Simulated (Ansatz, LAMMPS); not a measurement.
# Zn39S26Se13 with crystalline order left by the classical run (78 atoms): geometry optimisation

Aim: bring Zn39S26Se13 with crystalline order left by the classical run (78 atoms) to a nearby minimum of the energy and see what moves.

Main program and level: Ansatz 0.2.0; Kohn-Sham DFT, PBE, PAW (set soft_2), plane waves.

## (1) Set-up

The cell holds 78 atoms: 39 Zn, 26 S and 13 Se. Its edges and angles: a = 11.800 Å, b = 11.800 Å, c = 11.800 Å, α = 90.0°, β = 90.0°, γ = 90.0°. 78 atoms (39 Zn, 26 S, 13 Se) placed at random at 4.46 g/cm³, melted at 2500 K for 10 ps at fixed volume with the Stillinger-Weber II-VI potential (Zhou et al., Phys. Rev. B 88, 085309 (2013)). Quenched from 2500 K to 300 K at 10 K/ps and fixed volume, held 5 ps, then minimised at fixed cell.

Limits known from the start: The quench rate of 10 K/ps far exceeds what a furnace or splat quench reaches, so expect more defects and frozen-in strain than in a real sample. The network of bonds at the start is that of the classical potential that made the cell. Sampling is at Γ alone, for a cell whose shortest periodic width is 12 Å.

## (2) The classical run that made the cell

A classical potential supplies the starting structure, since it reaches far longer times than DFT.

This step: classical MD, Stillinger-Weber II-VI potential (Zhou et al., Phys. Rev. B 88, 085309 (2013)) (LAMMPS 22 Jul 2025 - Update 4).

File in.lmp:

```
# melt-quench of Zn39S26Se13
units metal
atom_style atomic
boundary p p p
region box block 0 11.8000 0 11.8000 0 11.8000
create_box 3 box
mass 1 65.3800   # Zn
mass 2 32.0600   # S
mass 3 78.9710   # Se
create_atoms 1 random 39 426335 NULL overlap 1.99 maxtry 2000
create_atoms 2 random 26 426342 NULL overlap 1.99 maxtry 2000
create_atoms 3 random 13 426349 NULL overlap 1.99 maxtry 2000
pair_style sw
pair_coeff * * CdTeZnSeHgS0.sw Zn S Se
neigh_modify delay 0 every 1 check yes
thermo_style custom step time temp pe press density
thermo_modify norm yes
timestep 0.001
thermo 100
min_style cg
minimize 1e-4 1e-4 200 2000
reset_timestep 0
velocity all create 2500 426336 mom yes dist gaussian
fix lim all nve/limit 0.05
fix lan all langevin 2500 2500 0.1 426337 zero yes
thermo 500
run 1000 post no
unfix lim
unfix lan
thermo 1666
fix md all nvt temp 2500 2500 0.1
run 10000 post no
unfix md
thermo 22000
fix md all nvt temp 2500 300 0.1
run 220000 post no
unfix md
thermo 2500
fix md all nvt temp 300 300 0.1
run 5000 post no
unfix md
thermo 100
min_style cg
minimize 0 1e-3 2000 20000
write_dump all custom glass.dump id type xs ys zs modify sort id
```

Started as:

```
lmp -in in.lmp -log none -nocite
```

Numbers of over 12 decimals in the logs are rounded to 6 here.

What it wrote:

```text
LAMMPS (22 Jul 2025 - Update 4)
Created orthogonal box = (0 0 0) to (11.8 11.8 11.8)
Created 39 atoms
Created 26 atoms
Created 13 atoms
   Step          Time           Temp          PotEng         Press         Density
         0   0              0              0.73615116     716121.83      4.4569927
       100   0.1            0             -2.3944692      5857.0254      4.4569927
       129   0.129          0             -2.4273456      10007.868      4.4569927
Loop time of 0.0342963 s on 1 MPI rank(s) for 129 steps with 78 atoms
Minimization stats:
  Stopping criterion = energy tolerance
  Energy initial, next-to-last, final =
     0.736151158486105  -2.42716558762353  -2.42734555319973
  Force two-norm initial, final = 116.15598 0.52488551
  Iterations, force evaluations = 129 198
   Step          Time           Temp          PotEng         Press         Density
         0   0              2500          -2.4273456      26183.768      4.4569927
[... 10 lines left out ...]
[... 2 lines left out ...]
Loop time of 1.76026 s on 1 MPI rank(s) for 10000 steps with 78 atoms
   Step          Time           Temp          PotEng         Press         Density
[... 12 lines left out ...]
Loop time of 33.1059 s on 1 MPI rank(s) for 220000 steps with 78 atoms
   Step          Time           Temp          PotEng         Press         Density
[... 2 lines left out ...]
    235000   235            332.90283     -2.8165708      11300.708      4.4569927
    236000   236            295.9364      -2.8152726      11082.866      4.4569927
Loop time of 0.691171 s on 1 MPI rank(s) for 5000 steps with 78 atoms
   Step          Time           Temp          PotEng         Press         Density
    236000   236            295.9364      -2.8152726      11082.866      4.4569927
    236028   236.028        295.9364      -2.8577105      10408.737      4.4569927
Loop time of 0.00767469 s on 1 MPI rank(s) for 28 steps with 78 atoms
Minimization stats:
  Stopping criterion = force tolerance
  Energy initial, next-to-last, final =
     -2.81527261151845  -2.85771049657589  -2.85771049716729
  Force two-norm initial, final = 9.8290056 0.00072136077
  Iterations, force evaluations = 28 56
```

Elapsed: 36 s, on 1 thread of Arm Neoverse V2, shared host; peak memory 0.07 GiB.

## (3) Single point at the start

The forces at the start show how far the geometry lies from a minimum of this functional.

File input.yaml:

```yaml
crystal:
  lattice:
    - [11.8, 0.0, 0.0]
    - [0.0, 11.8, 0.0]
    - [0.0, 0.0, 11.8]
  atoms:
    - { symbol: Zn, position: [0.15999, 0.40759, 0.35249] }
    - { symbol: Zn, position: [0.34994, 0.40203, 0.93453] }
    - { symbol: Zn, position: [0.56248, 0.65616, 0.03712] }
    - { symbol: Zn, position: [0.86577, 0.15397, 0.94487] }
    - { symbol: Zn, position: [0.25076, 0.65126, 0.14125] }
    - { symbol: Zn, position: [0.75094, 0.1541, 0.63671] }
    - { symbol: Zn, position: [0.95966, 0.15132, 0.23914] }
    - { symbol: Zn, position: [0.95884, 0.89636, 0.73894] }
    - { symbol: Zn, position: [0.6577, 0.65903, 0.34263] }
    - { symbol: Zn, position: [0.44614, 0.64852, 0.73116] }
    - { symbol: Zn, position: [0.24632, 0.16204, 0.14334] }
    - { symbol: Zn, position: [0.55866, 0.90673, 0.53781] }
    - { symbol: Zn, position: [0.6579, 0.15761, 0.34079] }
    - { symbol: Zn, position: [0.05857, 0.64612, 0.54698] }
    - { symbol: Zn, position: [0.06161, 0.40501, 0.04917] }
    - { symbol: Zn, position: [0.66294, 0.4024, 0.83172] }
    - { symbol: Zn, position: [0.1482, 0.90171, 0.33568] }
    - { symbol: Zn, position: [0.85719, 0.90261, 0.44376] }
    - { symbol: Zn, position: [0.44993, 0.16154, 0.73747] }
    - { symbol: Zn, position: [0.26562, 0.90476, 0.64064] }
    - { symbol: Zn, position: [0.46112, 0.90625, 0.24469] }
    - { symbol: Zn, position: [0.06586, 0.15735, 0.53173] }
    - { symbol: Zn, position: [0.54272, 0.40135, 0.5413] }
    - { symbol: Zn, position: [0.65798, 0.89961, 0.84682] }
    - { symbol: Zn, position: [0.85968, 0.4037, 0.43707] }
    - { symbol: Zn, position: [0.75644, 0.90375, 0.14473] }
    - { symbol: Zn, position: [0.35339, 0.89976, 0.93662] }
    - { symbol: Zn, position: [0.95528, 0.65309, 0.24467] }
    - { symbol: Zn, position: [0.36131, 0.6495, 0.43978] }
    - { symbol: Zn, position: [0.97034, 0.40408, 0.74488] }
    - { symbol: Zn, position: [0.86062, 0.65068, 0.94352] }
    - { symbol: Zn, position: [0.7642, 0.64952, 0.64688] }
    - { symbol: Zn, position: [0.44982, 0.40197, 0.24011] }
    - { symbol: Zn, position: [0.04951, 0.89899, 0.03863] }
    - { symbol: Zn, position: [0.55068, 0.15681, 0.0489] }
    - { symbol: Zn, position: [0.76516, 0.40387, 0.14338] }
    - { symbol: Zn, position: [0.16078, 0.16455, 0.83645] }
    - { symbol: Zn, position: [0.15656, 0.64781, 0.83619] }
    - { symbol: Zn, position: [0.35565, 0.15987, 0.44686] }
    - { symbol: S, position: [0.60912, 0.03082, 0.19398] }
    - { symbol: S, position: [0.01334, 0.28282, 0.89746] }
    - { symbol: S, position: [0.80798, 0.78041, 0.2937] }
    - { symbol: S, position: [0.00354, 0.02831, 0.38916] }
    - { symbol: S, position: [0.50454, 0.27868, 0.38855] }
    - { symbol: S, position: [0.60178, 0.27848, 0.68618] }
    - { symbol: S, position: [0.81777, 0.52516, 0.79406] }
    - { symbol: S, position: [0.81102, 0.27682, 0.29039] }
    - { symbol: S, position: [0.21814, 0.2945, 0.51311] }
    - { symbol: S, position: [0.91237, 0.52976, 0.09382] }
    - { symbol: S, position: [0.9094, 0.77353, 0.59025] }
    - { symbol: S, position: [0.00855, 0.52989, 0.3936] }
    - { symbol: S, position: [0.41187, 0.03241, 0.58996] }
    - { symbol: S, position: [0.30423, 0.52946, 0.29077] }
    - { symbol: S, position: [0.37994, 0.51447, 0.59161] }
    - { symbol: S, position: [0.50841, 0.77991, 0.3921] }
    - { symbol: S, position: [0.90505, 0.02591, 0.09392] }
    - { symbol: S, position: [0.00778, 0.7728, 0.88823] }
    - { symbol: S, position: [0.29851, 0.29651, 0.76627] }
    - { symbol: S, position: [0.13202, 0.51374, 0.68473] }
    - { symbol: S, position: [0.39797, 0.28135, 0.08958] }
    - { symbol: S, position: [0.71425, 0.7781, 0.99484] }
    - { symbol: S, position: [0.30307, 0.77564, 0.78866] }
    - { symbol: S, position: [0.10058, 0.77602, 0.18732] }
    - { symbol: S, position: [0.70751, 0.02943, 0.48695] }
    - { symbol: S, position: [0.20514, 0.52895, 0.98953] }
    - { symbol: Se, position: [0.50471, 0.03234, 0.89141] }
    - { symbol: Se, position: [0.60609, 0.77473, 0.69056] }
    - { symbol: Se, position: [0.70293, 0.52593, 0.49421] }
    - { symbol: Se, position: [0.10937, 0.02979, 0.68725] }
    - { symbol: Se, position: [0.40665, 0.77799, 0.09226] }
    - { symbol: Se, position: [0.91032, 0.27802, 0.59169] }
    - { symbol: Se, position: [0.20272, 0.03013, 0.99003] }
    - { symbol: Se, position: [0.60729, 0.52743, 0.19079] }
    - { symbol: Se, position: [0.30317, 0.0311, 0.29276] }
    - { symbol: Se, position: [0.20742, 0.77769, 0.48916] }
    - { symbol: Se, position: [0.80834, 0.02896, 0.79078] }
    - { symbol: Se, position: [0.70787, 0.27832, 0.99061] }
    - { symbol: Se, position: [0.50728, 0.52711, 0.88543] }
kpoints:
  mp_grid: { grid: [1, 1, 1] }
hamiltonian:
  xc: pbe
scf:
  occupations: { method: gaussian, width: 0.05 }
output:
  forces: true
  stress: true
  populations: true
  dos:
    method: { smearing: { sigma: 0.1 } }
    de: 0.1
    projected: { site_lists: { S: [S], Se: [Se], Zn: [Zn] } }
  eigenvalues: true
```

Started as:

```
ansatz run input.yaml --threads 4 --pin off --max-ram 8192MiB --backend cpu --events-out ev --progress --plain --runs-dir out
```

What it wrote:

```text
Engine: ansatz 0.2.0, aarch64-unknown-linux-gnu
Pseudopotentials: kind: paw
Pseudopotential: Zn, paw, valence charge 12, recommended cutoff 420 eV (normal), Zn.paw.azcp
Pseudopotential: S, paw, valence charge 6, recommended cutoff 420 eV (normal), S.paw.azcp
Pseudopotential: Se, paw, valence charge 16, recommended cutoff 420 eV (normal), Se.paw.azcp
[... 5 lines on functional and potentials left out ...]
Crystal: 78 atoms, lattice volume = 1643.032 Å³
Basis set: ecut = 420 eV, 31967 PW (Γ), exchange–correlation on 160×160×160 points (8 copies of the dense FFT grid, shifted against one another)
Bands: 500, of which v1, the nominal top of the filled ones, is band 416 counted from 1 (415 counted from 0)
Symmetry: 1 space group operations
Space group: P1 (ITA 1), of the structure as read, at distance tolerance 1.2e-4 Å
k-points: 1
[... 7 lines on functional and potentials left out ...]
Initial density: superposition of atomic densities (neutral atoms: chi_scale 0, normalization atom), corrected by the library's trained network
Initial wavefunctions: pseudopotential atomic-orbital guess
Functional: x = pbe(κ = 0.804, μ = 0.219515), c = pbe(β = 0.066725)
SCF iter   1: F=—  HF=-224046.304342 eV  |F-HF|=—  |Δ(HF+E_count)|=         —  Δρ=2.09e-3  dr2=4.00e-1  ethr=1.77e-3  ⟨swp⟩=6.0  Hψ=2053  notcnv=0  defer=31
preconditioner: auto → LDOS  [insulator: Δε(μ)=0.050 eV  Ē_g=10.443 eV  σ=0.050 eV  W_gap=0.52  n_scr=388 (ndim 8)  ℏωp=24.3 eV  f_vac=0.045  D(μ)=35.14/eV (n_scr^D=202)  ε∞_Penn≈6.4  β→1.0]
SCF iter   2: F=—  HF=-224046.273764 eV  |F-HF|=—  |Δ(HF+E_count)|=   3.06e-2  Δρ=1.79e-3  dr2=3.10e-1  ethr=4.81e-5  ⟨swp⟩=2.0  Hψ=578  notcnv=0  defer=74
SCF iter   3: F=—  HF=-224046.261506 eV  |F-HF|=—  |Δ(HF+E_count)|=   1.23e-2  Δρ=1.65e-3  dr2=1.61e-1  ethr=3.72e-5  ⟨swp⟩=2.0  Hψ=737  notcnv=0  defer=74
SCF iter   4: F=—  HF=-224046.253301 eV  |F-HF|=—  |Δ(HF+E_count)|=   8.21e-3  Δρ=1.72e-3  dr2=1.35e-1  ethr=1.93e-5  ⟨swp⟩=2.0  Hψ=892  notcnv=0  defer=77
SCF iter   5: F=—  HF=-224046.232928 eV  |F-HF|=—  |Δ(HF+E_count)|=   2.04e-2  Δρ=1.00e-3  dr2=3.74e-2  ethr=1.62e-5  ⟨swp⟩=2.0  Hψ=738  notcnv=0  defer=77
SCF iter   6: F=—  HF=-224046.229411 eV  |F-HF|=—  |Δ(HF+E_count)|=   3.52e-3  Δρ=6.59e-4  dr2=2.05e-2  ethr=4.50e-6  ⟨swp⟩=2.0  Hψ=634  notcnv=0  defer=78
SCF iter   7: F=—  HF=-224046.227497 eV  |F-HF|=—  |Δ(HF+E_count)|=   1.91e-3  Δρ=4.75e-4  dr2=9.94e-3  ethr=2.47e-6  ⟨swp⟩=2.0  Hψ=734  notcnv=0  defer=78
SCF iter   8: F=—  HF=-224046.226417 eV  |F-HF|=—  |Δ(HF+E_count)|=   1.08e-3  Δρ=2.74e-4  dr2=3.44e-3  ethr=1.19e-6  ⟨swp⟩=2.0  Hψ=734  notcnv=0  defer=78
SCF iter   9: F=—  HF=-224046.226078 eV  |F-HF|=—  |Δ(HF+E_count)|=   3.39e-4  Δρ=1.71e-4  dr2=1.38e-3  ethr=4.13e-7  ⟨swp⟩=2.0  Hψ=726  notcnv=0  defer=78
SCF iter  10: F=—  HF=-224046.225970 eV  |F-HF|=—  |Δ(HF+E_count)|=   1.08e-4  Δρ=1.15e-4  dr2=5.94e-4  ethr=1.66e-7  ⟨swp⟩=2.0  Hψ=726  notcnv=0  defer=78
[...]
SCF iter  16: F=—  HF=-224046.225814 eV  |F-HF|=—  |Δ(HF+E_count)|=   8.84e-7  Δρ=1.89e-5  dr2=1.38e-5  ethr=2.81e-9  ⟨swp⟩=2.0  Hψ=734  notcnv=0  defer=78
SCF iter  17: F=—  HF=-224046.225814 eV  |F-HF|=—  |Δ(HF+E_count)|=   7.75e-7  Δρ=1.57e-5  dr2=9.45e-6  ethr=1.66e-9  ⟨swp⟩=2.0  Hψ=734  notcnv=0  defer=78
SCF iter  18: F=—  HF=-224046.225813 eV  |F-HF|=—  |Δ(HF+E_count)|=   5.63e-7  Δρ=1.19e-5  dr2=5.74e-6  ethr=1.14e-9  ⟨swp⟩=2.0  Hψ=734  notcnv=0  defer=78
SCF iter  19: F=—  HF=-224046.225813 eV  |F-HF|=—  |Δ(HF+E_count)|=   4.35e-7  Δρ=9.08e-6  dr2=3.40e-6  ethr=6.89e-10  ⟨swp⟩=2.0  Hψ=723  notcnv=0  defer=78
SCF iter  20: F=—  HF=-224046.225812 eV  |F-HF|=—  |Δ(HF+E_count)|=   2.43e-7  Δρ=6.63e-6  dr2=1.81e-6  ethr=4.08e-10  ⟨swp⟩=2.0  Hψ=731  notcnv=0  defer=78
SCF iter  21: F=—  HF=-224046.225812 eV  |F-HF|=—  |Δ(HF+E_count)|=   1.39e-7  Δρ=4.82e-6  dr2=1.04e-6  ethr=2.18e-10  ⟨swp⟩=2.0  Hψ=725  notcnv=0  defer=78
SCF iter  22: F=—  HF=-224046.225812 eV  |F-HF|=—  |Δ(HF+E_count)|=   5.79e-8  Δρ=3.89e-6  dr2=6.64e-7  ethr=1.25e-10  ⟨swp⟩=2.0  Hψ=725  notcnv=0  defer=78
SCF iter  23: F=—  HF=-224046.225812 eV  |F-HF|=—  |Δ(HF+E_count)|=   7.60e-8  Δρ=2.65e-6  dr2=3.37e-7  ethr=7.98e-11  ⟨swp⟩=2.0  Hψ=734  notcnv=0  defer=78
SCF iter  24: F=—  HF=-224046.225812 eV  |F-HF|=—  |Δ(HF+E_count)|=   1.66e-8  Δρ=1.84e-6  dr2=1.36e-7  ethr=4.05e-11  ⟨swp⟩=2.0  Hψ=737  notcnv=0  defer=78
SCF iter  25: F=-224046.225812 eV  HF=-224046.225812 eV  |F-HF|=4.57e-8  |Δ(HF+E_count)|=   3.78e-9  Δρ=1.26e-6  dr2=7.04e-8  ethr=1.20e-11  ⟨swp⟩=11.0  Hψ=2310  notcnv=0
SCF 1 converged in 25 iterations: F = -224046.225812 eV  dr2 = 7.04e-8
  greatest PAW one-centre occupation: 1.000 electrons in one spin orbital (limit 2), on the Se atom at site 70 (counted from 0), in its partial waves of l = 2
SCF converged after 25 iterations
Free energy (F): -224046.225812 eV
Harris-Foulkes:  -224046.225812 eV  (|F-HF|=4.57e-8)
Internal energy: -224046.175454 eV  (E = F + TS)
E sigma→0 (E₀):  -224046.200633 eV
Entropy (-TS):   -0.050358 eV (-0.646 meV/atom)
Fermi energy:    6.343311 eV
--- Per-component energies (eV) ---
  E_band       = -4991.179473
  E_kinetic    = 9428.009750
  E_local      = -116260.435786  (includes V_loc(G=0)·N_el)
  E_nonlocal   = 16952.522753
  E_hartree    = 51617.792918
  E_xc         = -9221.405977
  E_vxc        = -5565.155430  (∫ρ·V_xc dr)
  E_paw        = -111755.518470  (= ΣΔE_a)
  E_vpaw       = -12781.676340  (= ΣTr[D̂ρ^β])
  E_aug_tail   = -0.021352  (compensation charges beyond the density's cutoff)
  E_ewald      = -64807.119290
  E_smearing   = -0.050358  (= −TS)
  E_closure    = 0.000000  (closes the sum)
  Σ components = -224046.225812   (vs F -224046.225812, Δ=0.00e0)
--- Forces (eV/Å), atoms counted from 1 ---
  atom   1  Zn     0.39200329    -0.07968261     0.97047175
  atom   2  Zn    -0.19222431    -0.37447337    -0.53736036
  atom   3  Zn     0.08762435     0.02025434    -0.14709517
  atom   4  Zn     0.10719271    -0.03520439    -0.00250555
  atom   5  Zn    -0.08116570    -0.13038030     0.04315752
  atom   6  Zn    -0.20570392     0.05900551    -0.07953529
  atom   7  Zn    -0.48595696    -0.36048555     0.24971008
  atom   8  Zn     0.07460616    -0.16735447    -0.04125429
  atom   9  Zn    -0.01894643     0.15658067     0.05386305
  atom  10  Zn    -0.35845235    -0.38983878    -0.55377511
  atom  11  Zn     0.48116535    -0.15541458    -0.13840054
  atom  12  Zn    -0.06933659     0.13567261    -0.03003471
  atom  13  Zn    -0.16761685    -0.11063330     0.07259068
  atom  14  Zn     0.22332912    -0.39098437     0.64922555
[...]
atom  77  Se     0.00870912     0.01213321     0.08940846
  atom  78  Se     0.10891356     0.01827475     0.10709048
  max |Σ_I F_I| component: 2.36e-5 eV/Å
--- Stress (GPa, compression-positive) ---
        2.355522       0.045303       0.050536
        0.045303      -2.313025       0.010568
        0.050536       0.010568       2.614404
  P = ⅓ Tr σ = 0.8856 GPa (8.856 kbar)
--- Band table (eV) ---
  k-point 0: bands = ["-40.8026", "-40.7925", "-40.7852", "-40.7727", [... 484 levels ...], "12.2713", "12.2901", "12.2994", "12.3244", "12.3348", "12.3570", "12.4351", "12.4708", "12.5393", "12.5539", "12.6509", "12.7469"]
--- Löwdin populations: 78 sites ---
  site symbol       q [e]
     0     Zn     10.8933
     1     Zn     10.7504
     2     Zn     10.7472
[...]
77     Se     17.0396
  spilling = 0.009466 (of n_electrons = 832.000000)
```

It took 51 s on 4 threads of Arm Neoverse V2, shared host; peak memory 2.4 GiB; 3.2 min of CPU time.

Numbers from this run:

| Quantity | Value |
| --- | --- |
| free energy | -224046.2258 eV |
| free energy per atom | -2872.3875 eV/atom |
| SCF cycles | 25 |
| pressure | 0.8856 GPa |
| r.m.s. force component | 0.2935 eV/Å |
| longest force | 1.684 eV/Å |
| Fermi energy | 6.343 eV |
| levels partly filled by over 2 per cent | 2 |
| spilling of the projection | 0.009466 |

The r.m.s. force component of 0.29 eV/Å and the pressure of 0.89 GPa set the starting point.

Neighbours are counted within 2.83 Å (Zn-S), 2.88 Å (Zn-Se).

Length of the force by element and coordination:

| element | coordination | atoms | mean length of the force (eV/Å) | spread | least | most |
| --- | --- | --- | --- | --- | --- | --- |
| S | all | 26 | 0.467 | 0.449 | 0.0497 | 1.68 |
| S | 3 | 4 | 1.44 | 0.141 | 1.33 | 1.68 |
| S | 4 | 22 | 0.290 | 0.175 | 0.0497 | 0.643 |
| Se | all | 13 | 0.165 | 0.095 | 0.0699 | 0.413 |
| Zn | all | 39 | 0.382 | 0.281 | 0.088 | 1.05 |
| Zn | 3 | 4 | 0.748 | 0.194 | 0.524 | 1.05 |
| Zn | 4 | 35 | 0.34 | 0.258 | 0.088 | 0.814 |

(Continued in part 2 of 3.)

[Logs are printed without paths, hosts, clocks, repeated set-up lines and the standing remarks that a program may print on its own settings, such as how far it seeks lower states.]

[Hosts, paths, dates, database ids (printed as entryN), source tags and the programs' standing remarks are cut or masked in the printed files.]
